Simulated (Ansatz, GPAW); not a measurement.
# STM contrast on a 7-layer slab of Cr(100), part 3 of 3

Wanted: filled- and empty-state images of a 7-layer slab of Cr(100), with its work function.

GPAW 26.7.0 and Ansatz 0.2.0; Ansatz plane waves; slab in vacuum with a dipole correction, relaxation; PAW set soft_1 (the session's first sound run).

So far, upper work function (eV): step 2 (relaxing the atoms, PBE) 3.71; step 3 (the slab's potential, PBE, GPAW) 3.71.

## (4) A second plane-wave code

A second program with its own datasets checks the number independently.

This step: Ansatz plane waves; slab in vacuum with a dipole correction; PAW set soft_1 (Ansatz 0.2.0).

Contents of input.yaml:

```yaml
crystal:
  lattice:
    - [2.88, 0.0, 0.0]
    - [0.0, 2.88, 0.0]
    - [0.0, 0.0, 22.64]
  atoms:
    - { symbol: Cr, position: [0.0, 0.0, 0.3091872792], spin: 2.0 }
    - { symbol: Cr, position: [0.5, 0.5, 0.3727915194], spin: -2.0 }
    - { symbol: Cr, position: [0.0, 0.0, 0.4363957597], spin: 2.0 }
    - { symbol: Cr, position: [0.5, 0.5, 0.4998102723], spin: -2.0 }
    - { symbol: Cr, position: [0.0, 0.0, 0.5621191], spin: 2.0 }
    - { symbol: Cr, position: [0.5, 0.5, 0.6276090703], spin: -2.0 }
    - { symbol: Cr, position: [0.0, 0.0, 0.6867080915], spin: 2.0 }
magnetization:
  spin_polarized: true
kpoints:
  mp_grid: { grid: [11, 11, 1] }
hamiltonian:
  xc: pbe
  pseudopotentials: { kind: paw, azcp: { folder: soft_1 } }
scf:
  occupations: { method: fermi_dirac, width: 0.1 }
efield:
  axis: 3
  dipole_correction: true
  ramp_width: 0.05
output:
  forces: true
  write_potential: true
  write_density: true
  volumetric_format: npy
  elf: true
```

Run with:

```
ansatz run input.yaml --threads 4 --pin off --max-ram 8192MiB --backend cpu --events-out ev --progress --plain --runs-dir out
```

Numbers of over 12 decimals in the logs are rounded to 6 here.

Log:

```text
[...]
Crystal: 7 atoms, lattice volume = 187.785 Å³
Basis set: ecut = 420 eV, 3663 PW (Γ), exchange–correlation on 40×40×320 points (8 copies of the dense FFT grid, shifted against one another)
Bands: 68, of which v1, the nominal top of the filled ones, is band 49 counted from 1 (48 counted from 0)
Symmetry: 8 space group operations
k-points: 21 of 121
[...]
Starting moments: Σ|m| = 14 μB on 7 of 7 sites
[...]
SCF iter   1: F=—  HF=-23656.181152 eV  |F-HF|=—  |Δ(HF+E_count)|=         —  Δρ=9.48e-2 (↑9.33e-2 ↓9.48e-2)  dr2=5.38e1  dr2_m=6.06e0  M=2.329 μB ∫|m|=5.974 μB  β_m=1.00  ethr=3.10e-3  p=-0.000 e·Å  D=-6.05e-7 V/Å  ΔV_dip=0.00 eV  dr2_dipole=8.42e-2  V_vac-E_F(+/−)=6.57/6.57 eV  ⟨swp⟩=8.2  Hψ=12829  notcnv=0
[...]
SCF iter  17: F=-23641.091322 eV  HF=-23641.091322 eV  |F-HF|=6.09e-8  |Δ(HF+E_count)|=   3.01e-8  Δρ=3.08e-6 (↑2.25e-6 ↓3.08e-6)  dr2=5.87e-8  dr2_m=2.66e-9  M=3.901 μB ∫|m|=12.756 μB  ethr=1.02e-10  p=-0.001 e·Å  D=-8.92e-4 V/Å  ΔV_dip=0.02 eV  dr2_dipole=1.15e-8  V_vac-E_F(+/−)=3.71/3.69 eV  ⟨swp⟩=9.9  Hψ=19742  notcnv=0
SCF 1 converged in 17 iterations: F = -23641.091322 eV  dr2 = 5.87e-8
[...]
SCF converged after 17 iterations
Magnetization: 3.9013 μB (50.9506 up, 47.0494 down)
Absolute magnetization: 12.7558 μB (∫|ρ↑−ρ↓|, with the PAW one-centre terms)
[...]
Per-site moments (μB) at R_I (Å): [(2.592793, 1.028838), (-1.516953, 1.028838), (1.182917, 1.027816), (-1.138288, 1.021901), (1.188715, 1.021901), (-1.397921, 1.005134), (2.352889, 1.005134)]
Free energy (F): -23641.091322 eV
[...]
Internal energy: -23640.959535 eV  (E = F + TS)
E sigma→0 (E₀):  -23641.025428 eV
Entropy (-TS):   -0.131787 eV (-18.827 meV/atom)
Fermi energy:    6.426660 eV
Dipole field:    D = -0.000744 V/Å  (p = -0.000772 e·Å, saw-weighted, corrected)
Work function:   Φ+ = 3.7072 eV   Φ− = 3.6904 eV
[...]
--- Forces (eV/Å), atoms counted from 1 ---
  atom   1  Cr     0.00000000    -0.00000000     0.44986269
  atom   2  Cr    -0.00000000    -0.00000000    -0.48859623
  atom   3  Cr     0.00000000     0.00000000     0.03904422
  atom   4  Cr     0.00000000     0.00000000     0.00144494
  atom   5  Cr    -0.00000000    -0.00000000    -0.00302804
  atom   6  Cr    -0.00000000    -0.00000000    -0.00058943
  atom   7  Cr     0.00000000    -0.00000000     0.00173222
  max |Σ_I F_I| component: 1.30e-4 eV/Å
--- Band table (eV; the first three rows and the last of 42) ---
  k-point 0 ↑: bands = [... 45 lower, 5.5312, 5.5312, 5.5498, 5.5498, 5.6181, 5.8559, 6.0095, 6.1780, ... 15 higher]
  k-point 1 ↑: bands = [... 45 lower, 5.5182, 5.5410, 5.7028, 5.7595, 5.8283, 5.9734, 6.1365, 6.2012, ... 15 higher]
  k-point 2 ↑: bands = [... 45 lower, 5.4394, 5.4704, 5.6733, 5.7124, 6.0984, 6.1180, 6.1339, 6.2315, ... 15 higher]
  k-point 20 ↓: bands = [... 45 lower, 6.3149, 6.4177, 7.4401, 7.4632, 7.5680, 7.6153, 7.6325, 7.6584, ... 15 higher]
```

The job ended after 16 s (4 threads of Intel Xeon 6975P-C (Granite Rapids), shared host; peak memory 0.87 GiB; 60 s of CPU time).

Numbers from this step:

- site moments: 2.593, -1.517, 1.183, -1.138, 1.189, -1.398, 2.353 μB
- upper work function: 3.707 eV
- lower work function: 3.690 eV
- dipole along the normal: -7.72e-4 e·Å
- dipole field: -7.44e-4 V/Å
- vacuum level above: 10.13 eV
- vacuum level below: 10.12 eV

The electrostatic potential energy of an electron (with the applied field's), less the Fermi level, planar mean oscillates, so the rows of the table below give means over windows of 1.42 Å about each position, cut where the curve ends. Its maxima inside the range that stand out by 2 % of the span (Å: eV): 7.8: -8.31, 9.2: -8.38, 10.6: -8.35, 12.0: -8.77, 13.4: -7.68. Its minima: 7.1: -9.70, 8.5: -10.1, 9.9: -9.96, 11.3: -9.99, 12.7: -9.94, 14.3: -10.2.

The electrostatic potential energy of an electron (with the applied field's), less the Fermi level, planar mean by z; means over each step:

```
z (Å)  electrostatic potential energy of an electron (with the applied field's), less the Fermi level, planar mean (eV)
 0.71                                                                                                              3.69
 2.13                                                                                                              3.69
 3.55                                                                                                              3.66
 4.97                                                                                                              3.14
 6.39                                                                                                             -4.54
 7.81                                                                                                             -9.20
 9.23                                                                                                             -9.28
10.65                                                                                                             -9.23
12.07                                                                                                             -9.42
13.49                                                                                                             -8.96
14.91                                                                                                            -10.00
16.33                                                                                                             -3.06
17.75                                                                                                              3.34
19.17                                                                                                              3.69
20.59                                                                                                              3.71
22.01                                                                                                              3.71
```

The valence density, planar mean (density) oscillates, so the rows of the table below give means over windows of 1.41 Å about each position, cut where the curve ends. Its maxima inside the range that stand out by 2 % of the span (Å: e/Å³): 7.1: 1.84, 8.5: 1.87, 9.9: 1.89, 11.3: 1.90, 12.7: 1.89, 14.2: 1.87, 15.6: 1.89. Its minima: 7.8: 0.538, 9.2: 0.520, 10.6: 0.519, 12.0: 0.544, 13.4: 0.474, 14.9: 0.635.

Valence density, planar mean against z; means over each step:

```
z (Å)  density (e/Å³)  rho spin (e/Å³)
 2.11          2.9e-5           2.3e-5
 3.52          6.1e-4           4.2e-4
 4.93          0.0128          0.00710
 6.34           0.655            0.147
 7.75            1.15           0.0308
 9.16            1.16          -0.0152
10.57            1.16          0.00649
11.98            1.19         -0.00551
13.39            1.11          0.00646
14.80            1.28           0.0192
16.21           0.641            0.130
17.62          0.0124          0.00613
19.03          5.9e-4           3.7e-4
20.44          2.8e-5           2.1e-5
```

Force by atom:

```
atom  x (eV/Å)  y (eV/Å)  z (eV/Å)   size
 Cr1     0.000     0.000     0.450  0.450
 Cr2     0.000     0.000    -0.489  0.489
 Cr3     0.000     0.000     0.039  0.039
 Cr4     0.000     0.000     0.001  0.001
 Cr5     0.000     0.000    -0.003  0.003
 Cr6     0.000     0.000    -0.001  0.001
 Cr7     0.000     0.000     0.002  0.002
```

Spin density in the ca plane at fractional y = 0.000, with atoms of Cr within 0.2 Å of it.

Ten even steps from '0' (0.0 e/Å³) to '9' (3.5 e/Å³), each cell a mean:
```
00000147410000231000002310000265100000000000
00000011100000000000000000000011000000000000
00000000000000000000000000000000000000000000
00000000000000000000000000000000000000000000
00000000000000000000000000000000000000000000
00000000000000000000000000000000000000000000
00000024200000111000001100000133100000000000
00000159510000342000003410000387100000000000
```
Columns run along c (16.0 Å, from fractional 0.20 to 0.91 of the cell), rows up along a (2.9 Å). Atoms in or near the plane, at fractional coordinates: Cr at (0.31, 0.00), Cr at (0.44, 0.00), Cr at (0.56, 0.00), Cr at (0.69, 0.00).

Electrostatic potential energy in the ca plane at fractional y = 0.000, with atoms of Cr within 0.2 Å of it. With pseudopotentials it is smooth inside the atoms' cores, unlike the true potential.

Values in eV, 5 rows by 16 columns, each cell a mean:
```
  9   2 -24 -10  -1 -25  -6  -6 -25  -1 -12 -23   3  10  10  10
 10   7  -3   4   6  -4   5   5  -4   6   3  -3   8  10  10  10
 10   8   6   7   7   6   7   7   6   7   7   6   9  10  10  10
 10   6 -13  -1   4 -14   2   2 -14   4  -2 -12   6  10  10  10
  9   0 -23 -12  -3 -23  -8  -8 -23  -3 -14 -22   2   9  10  10
```
Columns run along c (16.0 Å, from fractional 0.20 to 0.91 of the cell; values clipped at the 3rd and 97th percentile), rows up along a (2.9 Å). Atoms in or near the plane, at fractional coordinates: Cr at (0.31, 0.00), Cr at (0.44, 0.00), Cr at (0.56, 0.00), Cr at (0.69, 0.00).

ELF in the ca plane at fractional y = 0.000, with atoms of Cr within 0.2 Å of it. It is the smooth field of the valence electrons, not physical close to the nuclei.

Ten even steps from '0' (0.00) to '9' (0.89), each cell a mean:
```
01101378732413786224148851332588510000000000
01111244323532343245323432442344211110000000
01222111234543212355431124554221122210000000
01233333455455434544554345445543333211000000
01222222345454323455542234455422222210000000
01111122224542222245322223453222111110000000
01111367523423665234236641342466410100000000
00101489732313897223149961232699510000000000
```
Columns run along c (16.0 Å, from fractional 0.20 to 0.91 of the cell), rows up along a (2.9 Å). Atoms in or near the plane, at fractional coordinates: Cr at (0.31, 0.00), Cr at (0.44, 0.00), Cr at (0.56, 0.00), Cr at (0.69, 0.00).

The upper face's work function is 3.707 eV, against 3.706 eV in the first plane-wave PBE run at this geometry.

## (5) Side by side

Results and costs are gathered.

This step: comparison of work functions, dipole and cost; PAW set soft_1 (GPAW 26.7.0).

Ladder, by row:

```
  step    code  work function, upper (eV)  work function, lower (eV)  dipole (e Å)  wall time (s)  peak memory (GiB)  threads
    pw    GPAW                      3.706                      3.686      -9.02e-5          652.9               0.79        1
ansatz  Ansatz                      3.707                       3.69      -7.72e-4          15.53              0.869        4
```

## (6) A changed run

One more run, with changed settings.

This step: GPAW, PAW setups; slab in vacuum (GPAW 26.7.0).

Contents of run.py:

```python
import json
import numpy as np
from ase import Atoms
from gpaw import GPAW, PW

slab = Atoms(
    ['Cr', 'Cr', 'Cr', 'Cr', 'Cr', 'Cr', 'Cr'],
    positions=[
        [0.00000, 0.00000, 7.00000],
        [1.44000, 1.44000, 8.44000],
        [0.00000, 0.00000, 9.88000],
        [1.44000, 1.44000, 11.31570],
        [-0.00000, -0.00000, 12.72638],
        [1.44000, 1.44000, 14.20907],
        [-0.00000, 0.00000, 15.54707]],
    cell=[[2.88, 0.0, 0.0], [0.0, 2.88, 0.0], [0.0, 0.0, 22.64]],
    pbc=[True, True, False],
    magmoms=[2.0, -2.0, 2.0, -2.0, 2.0, -2.0, 2.0])

slab.calc = GPAW(mode=PW(400), xc='PBE', kpts={'size': (11, 11, 1), 'gamma': True},
                 occupations={'name': 'fermi-dirac', 'width': 0.1}, nbands='160%',
                 convergence={'density': 1e-05}, maxiter=100,
                 poissonsolver={'dipolelayer': 'xy'},
                 symmetry={'tolerance': 1e-3}, txt='slab.txt')
result = {}
energy = slab.get_potential_energy()
fermi = slab.calc.get_fermi_level()
v = slab.calc.get_electrostatic_potential().mean((0, 1)) - fermi
n = slab.calc.get_pseudo_density().mean((0, 1))
L = slab.cell[2, 2]
z = np.arange(len(v)) * L / len(v)
low, high = slab.positions[:, 2].min(), slab.positions[:, 2].max()
below, above = np.interp([low - 1.0, high + 1.0], z, v)
slopes = [np.interp(x, z, np.gradient(v, z)) for x in (low - 1.0, high + 1.0)]
eps = np.array([[slab.calc.get_eigenvalues(k, s) for k in range(len(slab.calc.get_ibz_k_points()))]
                for s in range(slab.calc.get_number_of_spins())]) - fermi
top, bottom = eps[eps < 0].max(), eps[eps > 0].min()
dipole = slab.get_dipole_moment()[2]
print(f'energy {energy:.4f} eV, Fermi level {fermi:.4f} eV, dipole {dipole:.5f} e A')
print(f'potential 1.0 A off the faces, from the Fermi level: lower {below:.4f} eV, upper {above:.4f} eV')
print(f'slope of the potential there: lower {slopes[0]:.5f}, upper {slopes[1]:.5f} eV/A')
print(f'nearest levels on the mesh: {top:.4f} and {bottom:.4f} eV')
print('magnetic moment', round(slab.get_magnetic_moment(), 3))
result.update(energy=energy, fermi=fermi, dipole=dipole, below=below, above=above, slopes=slopes, edges=[top, bottom],
              z=z.tolist(), v=v.tolist(), n=n.tolist(), positions=slab.positions.tolist(),
              forces=slab.get_forces(apply_constraint=False).tolist(), moments=slab.get_magnetic_moments().tolist())
json.dump(result, open('result.json', 'w'))
```

Run with:

```
OMP_NUM_THREADS=1 OPENBLAS_NUM_THREADS=1 python run.py
```

Log:

```text
energy -62.5881 eV, Fermi level 2.9251 eV, dipole -0.00009 e A
potential 1.0 A off the faces, from the Fermi level: lower 0.2778 eV, upper 0.3393 eV
slope of the potential there: lower -7.43558, upper 7.40609 eV/A
nearest levels on the mesh: -0.0037 and 0.0162 eV
magnetic moment 3.976
```

Elapsed: 5.4 min, on 1 thread; peak memory 0.28 GiB.

The run finished. A setting was moved off its sound value on purpose, so it serves as a test and not as the result.

The fault put into the input: the potential probed 1 A off the face (probe = 1.0).

## (7) Summary of results

```json
{
 "work function, upper and lower face": "3.706 and 3.686 eV",
 "dipole along the normal": "-9.0e-5 e Å, near the numerical noise",
 "corrugation at -1.5 V": "0.0281 Å",
 "corrugation at 2 V": "0.103 Å"
}
```

In words: The corrugation at constant current is largest at 2 V, where the tip height varies by 0.10 Å over the cell. Negative sample bias images filled states, positive bias empty ones. The measured value for polycrystalline Cr, which weights the faces of low work function, is 4.5 eV (as compiled in "Anisotropic work function of elemental crystals", 2019, arxiv:1902.07811); the relaxed upper face lies 0.79 eV under it with PBE. Measured work functions scatter by a tenth of an eV or more between methods. The two plane-wave codes differ by 0.0011 eV on the upper face. The images are of Tersoff-Hamann type: an s-wave tip, no tip-sample forces, heights closer than in a microscope. One magnetic start was tried; another order may lie lower. The in-plane lattice was kept as typed, which isn't the functional's own and leaves some strain; spin-orbit coupling and temperature are left out.

[Logs are printed without paths, hosts, clocks, repeated set-up lines and the standing remarks that a program may print on its own settings, such as how far it seeks lower states.]

[Hosts, paths, dates, database ids (printed as entryN), source tags and the programs' standing remarks are cut or masked in the printed files.]
